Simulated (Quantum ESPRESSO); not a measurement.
# Beryllium (P6_3/mmc): from the cell to the phonon bands, part 4 of 4

How does Beryllium (P6_3/mmc) vibrate, and is this structure a minimum?

Quantum ESPRESSO 7.5; DFT PBE, scalar-relativistic, plane waves, PseudoDojo norm-conserving pseudopotentials.

So far, highest frequency (cm⁻¹): step 7 (interpolated phonon bands) 690.

## (11) Check by a frozen phonon

The atoms are moved along one mode, by 0.015 Å at most in any Cartesian component, and the restoring forces give its frequency without the response code: a check of the response kernel of this functional.

frozen.in

```
&CONTROL
  calculation = 'scf'
  prefix      = 'x'
  outdir      = './tmp'
  pseudo_dir  = './pseudo'
  tprnfor     = .true.
/
&SYSTEM
  ibrav       = 0
  nat         = 2
  ntyp        = 1
  ecutwfc     = 97.0
  occupations = 'smearing'
  smearing    = 'mv'
  degauss     = 0.02
/
&ELECTRONS
  conv_thr         = 1.0d-11
  mixing_beta      = 0.7
  electron_maxstep = 100
/
ATOMIC_SPECIES
 Be      9.0122  Be.upf
CELL_PARAMETERS angstrom
     2.265842584    0.000000000    0.000000000
    -1.132921292    1.962277239    0.000000000
     0.000000000    0.000000000    3.580418777
ATOMIC_POSITIONS crystal
 Be     0.341637328   0.670034547   0.250000000
 Be     0.658362672   0.329965453   0.750000000
K_POINTS automatic
 18 18 10 0 0 0
```

On the command line:

```console
$ OMP_NUM_THREADS=1 mpirun -n 4 pw.x -nk 4 -in frozen.in > frozen.out
```

The log of the run:

```text
[banner, memory and clock lines left out]
Program PWSCF v.7.5

     Message from routine setup:
     using ibrav=0 with symmetry is DISCOURAGED, use correct ibrav instead

     G-vector sticks info

     bravais-lattice index     =            0
     lattice parameter (alat)  =       4.2818  a.u.
     unit-cell volume          =     107.4288 (a.u.)^3
     number of atoms/cell      =            2
     number of atomic types    =            1
     number of electrons       =         8.00
     number of Kohn-Sham states=            8
     kinetic-energy cutoff     =      97.0000  Ry
     charge density cutoff     =     388.0000  Ry
     scf convergence threshold =      1.0E-11
     mixing beta               =       0.7000
     number of iterations used =            8  plain     mixing
     Exchange-correlation= PBE
                           (   1   4   3   4   0   0   0)

     celldm(1)=   4.281822  celldm(2)=   0.000000  celldm(3)=   0.000000
     celldm(4)=   0.000000  celldm(5)=   0.000000  celldm(6)=   0.000000

     crystal axes: (cart. coord. in units of alat)
               a(1) = (   1.000000   0.000000   0.000000 )
               a(2) = (  -0.500000   0.866025   0.000000 )
               a(3) = (   0.000000   0.000000   1.580171 )

     reciprocal axes: (cart. coord. in units 2 pi/alat)
               b(1) = (  1.000000  0.577350 -0.000000 )
               b(2) = (  0.000000  1.154701  0.000000 )
               b(3) = (  0.000000 -0.000000  0.632843 )

     PseudoPot. # 1 for Be read from file:
     ./pseudo/Be.upf
     Pseudo is Norm-conserving, Zval =  4.0
     Using radial grid of 1358 points,  4 beta functions with:
                l(1) =   0
                l(2) =   0
                l(3) =   1
                l(4) =   1

     atomic species   valence    mass     pseudopotential
     Be                4.00     9.01220     Be( 1.00)

      4 Sym. Ops., with inversion, found ( 2 have fractional translation)

   Cartesian axes

     site n.     atom                  positions (alat units)
         1        Be     tau(   1) = (   0.0066201   0.5802669   0.3950428  )
         2        Be     tau(   2) = (   0.4933799   0.2857585   1.1851283  )

     number of k points=   984  Marzari-Vanderbilt smearing, width (Ry)=  0.0200

     Number of k-points >= 100: set verbosity='high' to print them.

     Dense  grid:    13921 G-vectors     FFT dimensions: (  27,  27,  48)

     Initial potential from superposition of free atoms

     starting charge       7.9996, renormalised to       8.0000
     Starting wfcs are    4 randomized atomic wfcs +    4 random wfcs

     per-process dynamical memory:    67.8 Mb

     Self-consistent Calculation

     iteration #  1     ecut=    97.00 Ry     beta= 0.70
     Davidson diagonalization with overlap
     ethr =  1.00E-02,  avg # of iterations =  6.6

     Threshold (ethr) on eigenvalues was too large:
     Diagonalizing with lowered threshold

     Davidson diagonalization with overlap
     ethr =  3.70E-05,  avg # of iterations =  3.7

     total energy              =     -55.81886683 Ry
     estimated scf accuracy    <       0.00295325 Ry

     iteration #  2     ecut=    97.00 Ry     beta= 0.70
     Davidson diagonalization with overlap
     ethr =  3.69E-05,  avg # of iterations =  1.0

     total energy              =     -55.81888375 Ry
     estimated scf accuracy    <       0.00018994 Ry

     iteration #  3     ecut=    97.00 Ry     beta= 0.70
     Davidson diagonalization with overlap
     ethr =  2.37E-06,  avg # of iterations =  1.9

     total energy              =     -55.81888957 Ry
     estimated scf accuracy    <       0.00000016 Ry

     iteration #  4     ecut=    97.00 Ry     beta= 0.70
     Davidson diagonalization with overlap
     ethr =  1.99E-09,  avg # of iterations =  2.2

     total energy              =     -55.81888967 Ry
     estimated scf accuracy    <          1.5E-09 Ry

     iteration #  5     ecut=    97.00 Ry     beta= 0.70
     Davidson diagonalization with overlap
     ethr =  1.93E-11,  avg # of iterations =  2.1

     total energy              =     -55.81888967 Ry
     estimated scf accuracy    <          5.9E-11 Ry

     iteration #  6     ecut=    97.00 Ry     beta= 0.70
     Davidson diagonalization with overlap
     ethr =  7.42E-13,  avg # of iterations =  1.6

     End of self-consistent calculation

     Number of k-points >= 100: set verbosity='high' to print the bands.

     the Fermi energy is     8.8903 ev

!    total energy              =     -55.81888967 Ry
     estimated scf accuracy    <          7.4E-13 Ry
     smearing contrib. (-TS)   =      -0.00012581 Ry
     internal energy E=F+TS    =     -55.81876386 Ry

     The total energy is F=E-TS. E is the sum of the following terms:
     one-electron contribution =     -29.94628549 Ry
     hartree contribution      =       8.42494807 Ry
     xc contribution           =      -9.80684205 Ry
     ewald contribution        =     -24.49058439 Ry

     convergence has been achieved in   6 iterations

     Forces acting on atoms (cartesian axes, Ry/au):

     atom    1 type  1   force =    -0.00400124   -0.00170501    0.00000000
     atom    2 type  1   force =     0.00400124    0.00170501    0.00000000

     Total force =     0.006151     Total SCF correction =     0.000000

     XML data file, charge density, pseudopotentials, collected wavefunctions
```

Elapsed: 30 s, on 4 MPI ranks of Arm Neoverse V2, shared host.

Numbers from this step:

| Quantity | Value |
| --- | --- |
| frequency from the forces | 453.7 cm⁻¹ |
| frequency from linear response | 462.3 cm⁻¹ |

The forces give 453.7 cm⁻¹ against 462.3 cm⁻¹ from linear response after the sum rule.

## (12) Sum rules set otherwise (asr no)

Without the rule the raw error of the acoustic modes shows.

dynmat.in

```
&INPUT
  fildyn = 'x.dyn1'
  asr    = 'no'
  fileig = 'dynmat.eig'
/
```

On the command line:

```console
$ dynmat.x -in dynmat.in > dynmat.out
```

The log of the run:

```text
[banner, memory and clock lines left out]
Program DYNMAT v.7.5

     Reading Dynamical Matrix from file x.dyn1
     ...Force constants read
     ...epsilon and Z* not read (not found on file)
     A direction for q was not specified:TO-LO splitting will be absent

     Polarizability (A^3 units)
     multiply by 1.000000 for Clausius-Mossotti correction
         0.000000    0.000000    0.000000
         0.000000    0.000000    0.000000
         0.000000    0.000000    0.000000

     IR activities are in (D/A)^2/amu units

# mode   [cm-1]    [THz]      IR
    1    -19.01   -0.5699    0.0000
    2     31.72    0.9508    0.0000
    3     31.72    0.9508    0.0000
    4    462.26   13.8581    0.0000
    5    462.26   13.8581    0.0000
    6    689.68   20.6761    0.0000
```

Elapsed: 0.45 s, on 1 thread.

Zone-centre frequencies as printed; negative means imaginary. Modes:

```tsv
mode	frequency (cm⁻¹)
1	-19.01
2	31.72
3	31.72
4	462.3
5	462.3
6	689.7
```

Against the first rule no mode moves by more than 31.8 cm⁻¹.

## (13) Sum rules set otherwise: a sum rule for molecules or wires on a crystal

This rule also removes rotations, which suits wires and not a crystal; it is tried to see the harm.

dynmat.in

```
&INPUT
  fildyn = 'x.dyn1'
  asr    = 'one-dim'
  fileig = 'dynmat.eig'
/
```

On the command line:

```console
$ dynmat.x -in dynmat.in > dynmat.out
```

The log of the run:

```text
[banner, memory and clock lines left out]
Program DYNMAT v.7.5

     Reading Dynamical Matrix from file x.dyn1
     ...Force constants read
     ...epsilon and Z* not read (not found on file)
asr rotation axis in 1D system=    3
     Acoustic Sum Rule: || Z*(ASR) - Z*(orig)|| =    0.000000E+00
     Acoustic Sum Rule: ||dyn(ASR) - dyn(orig)||=    1.457569E-01
     A direction for q was not specified:TO-LO splitting will be absent

     Polarizability (A^3 units)
     multiply by 1.000000 for Clausius-Mossotti correction
         0.000000    0.000000    0.000000
         0.000000    0.000000    0.000000
         0.000000    0.000000    0.000000

     IR activities are in (D/A)^2/amu units

# mode   [cm-1]    [THz]      IR
    1     -0.00   -0.0000    0.0000
    2     -0.00   -0.0000    0.0000
    3     -0.00   -0.0000    0.0000
    4      0.00    0.0000    0.0000
    5    462.26   13.8581    0.0000
    6    689.68   20.6761    0.0000
```

Run time: 0.45 s. Hardware: 1 thread.

The run ended normally, but on settings that are not sound.

The fault: a sum rule for molecules or wires on a crystal; 1 optical mode is projected out to zero frequency, as if it were a rotation.

For a crystal the rule has to be 'simple' or 'crystal'.

Zone-centre frequencies as printed; negative means imaginary. Modes:

```tsv
mode	frequency (cm⁻¹)
1	0
2	0
3	0
4	0
5	462.3
6	689.7
```

## (14) The dispersion under another sum rule (asr simple)

The sum rule corrects the force constants themselves, so it can shift branches at any wavevector, low ones most.

matdyn.in

```
&INPUT
  asr              = 'simple'
  flfrc            = 'x.fc'
  flfrq            = 'x.freq'
  flvec            = 'x.modes'
  q_in_band_form   = .true.
  q_in_cryst_coord = .true.
/
12
  0.0000000   0.0000000   0.0000000   8  ! GAMMA
  0.5000000  -0.0000000   0.0000000   8  ! M
  0.3333333   0.3333333   0.0000000   8  ! K
  0.0000000   0.0000000   0.0000000   8  ! GAMMA
  0.0000000   0.0000000   0.5000000   8  ! A
  0.5000000  -0.0000000   0.5000000   8  ! L
  0.3333333   0.3333333   0.5000000   8  ! H
  0.0000000   0.0000000   0.5000000   1  ! A
  0.5000000  -0.0000000   0.5000000   8  ! L
  0.5000000  -0.0000000   0.0000000   1  ! M
  0.3333333   0.3333333   0.5000000   8  ! H
  0.3333333   0.3333333   0.0000000   1  ! K
```

On the command line:

```console
$ matdyn.x -in matdyn.in > matdyn.out
```

The log of the run:

```text
[banner, memory and clock lines left out]
Program MATDYN v.7.5

 mass for atomic type   1 not given; uses mass from file x.fc
     Message from routine matdyn:
     Z* not found in file x.fc, TO-LO splitting at q=0 will be absent!
     Message from routine matdyn:
     Z* not found in file x.fc, TO-LO splitting at q=0 will be absent!

Note: The following floating-point exceptions are signalling: IEEE_UNDERFLOW_FLAG
```

Run time: 0.46 s. Hardware: 1 thread.

At the labelled points the branches move by no more than 1.6 cm⁻¹.

## (15) Summary of results

```json
{
  "space group after relaxation": "P6_3/mmc",
  "volume per atom": "7.96 Å³",
  "highest optical zone-centre mode (no LO-TO term)": "689.7 cm⁻¹",
  "lowest optical zone-centre mode": "462.3 cm⁻¹",
  "q mesh": "2×2×2",
  "lowest mode on the q mesh (acoustic ones at the zone centre apart)": "357.9 cm⁻¹",
  "imaginary modes on the q mesh": "none"
}
```

Beryllium (P6_3/mmc) is dynamically stable on the 2×2×2 mesh; its spectrum reaches 690 cm⁻¹. At the PBE level the optical modes of Beryllium (P6_3/mmc) at the zone centre run from 462 to 690 cm⁻¹. Before the sum rule the acoustic modes at Γ stand as far as 32 cm⁻¹ from zero, an error of the finite basis and grid. These are harmonic frequencies at zero temperature: anharmonic shifts and linewidths and thermal expansion are left out. In a metal the frequencies hang on the k mesh and the smearing, most of all near Kohn anomalies. The q mesh stands for a supercell only 4.5 Å across, so branches between the solved wavevectors are rough.

Computed beside measured:

| quantity | measured | PBE PseudoDojo norm-conserving, Quantum ESPRESSO |
| --- | --- | --- |
| Raman mode, E2g (cm⁻¹) | 455 | 462 (+1.6 %) |

Measured values from arxiv:2109.15077 (2021).

**Verdict.** The Raman mode is off by +1.6 %: good agreement. The grades are ours: good and fair within 3 and 7 % for the Raman mode. Zero-point motion and thermal expansion are not in the computed Raman mode.

[Host names and launcher messages were left out of these logs when they were recorded.]

[Logs are printed without paths, hosts, clocks, repeated set-up lines and the standing remarks that a program may print on its own settings, such as how far it seeks lower states.]

[Hosts, paths, dates, database ids (printed as entryN), source tags and the programs' standing remarks are cut or masked in the printed files.]
